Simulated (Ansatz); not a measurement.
# Local environments in (10,0) carbon nanotube bundle (120 atoms)

The cell holds 120 atoms: 120 C. Cell: a = 11.130 Å, b = 11.130 Å, c = 12.783 Å, α = 90.0°, β = 90.0°, γ = 120.0°. It derives from C (graphene). The starting structure: Graphene sheet (a = 2.46 Å) rolled into a (10,0) tube of diameter 7.83 Å, 3 periods, hexagonal bundle with 3.3 Å between walls; then minimised and run for 3 ps at 300 K (NVT) with a classical potential, last frame taken.

Method: Kohn-Sham DFT, PBEsol, PAW (set soft_2), plane waves (Ansatz 0.2.0; cutoff 420 eV, k-mesh 2×2×1, gaussian smearing of 0.025 eV), at the relaxed geometry.

The whole cell was solved; only parts of it are printed.

The surroundings of C119, picked at random, nearest first, numbered as they follow in the input and with coordinates relative to it.

```csv
atom,x,y,z,distance (Å),bonds,Löwdin charge (e)
C119,0.00,0.00,0.00,0.00,3,0.04
C118,-0.42,-1.16,-0.71,1.42,3,0.04
C120,0.03,1.23,-0.71,1.42,3,0.04
C36,0.00,0.00,1.42,1.42,3,0.04
C117,-1.18,-2.12,0.00,2.43,3,0.04
C85,-0.32,2.41,0.00,2.43,3,0.04
C81,0.03,1.23,-2.13,2.46,3,0.04
C1,0.03,1.23,2.13,2.46,3,0.04
C35,-0.42,-1.16,2.13,2.46,3,0.04
C115,-0.42,-1.16,-2.13,2.46,3,0.04
C32,-1.18,-2.12,1.42,2.82,3,0.04
C2,-0.32,2.41,1.42,2.82,3,0.04
C116,0.00,0.00,-2.84,2.84,3,0.04
C102,3.32,0.27,-0.71,3.41,3,0.04
C114,-2.21,-2.80,-0.71,3.64,3,0.04
C86,-1.02,3.42,-0.71,3.64,3,0.04
C101,3.36,1.50,0.00,3.67,3,0.04
C112,-1.18,-2.13,-2.84,3.74,3,0.04
C82,-0.32,2.41,-2.84,3.74,3,0.04
C38,-0.42,-1.16,3.55,3.76,3,0.04
C40,0.03,1.23,3.55,3.76,3,0.04
C105,3.67,-0.91,0.00,3.79,3,0.04
```

The column of bonds counts only the pairs C-C within 1.82 Å; other neighbours, such as metal atoms beside each other in a compound, aren't counted, and periodic images can show an atom twice.

Length of the force by element:

```csv
element,coordination,atoms,mean length of the force (eV/Å),spread,least,most
C,all,120,0.0072,0.0036,0.001,0.0168
```

The mean of these charges, 0.038 e, is only the charge that the projection spills.

Löwdin charges by element (they lack the spilled electrons, 0.038 e an atom on average):

```csv
element,coordination,atoms,mean charge (e),spread,least,most
C,all,120,0.0378,0.001,0.0365,0.0395
```

 The Löwdin charges lack the electrons that the projection spills, 0.038 e an atom on average.

[Logs are printed without paths, hosts, clocks, repeated set-up lines and the standing remarks that a program may print on its own settings, such as how far it seeks lower states.]

[Hosts, paths, dates, database ids (printed as entryN), source tags and the programs' standing remarks are cut or masked in the printed files.]
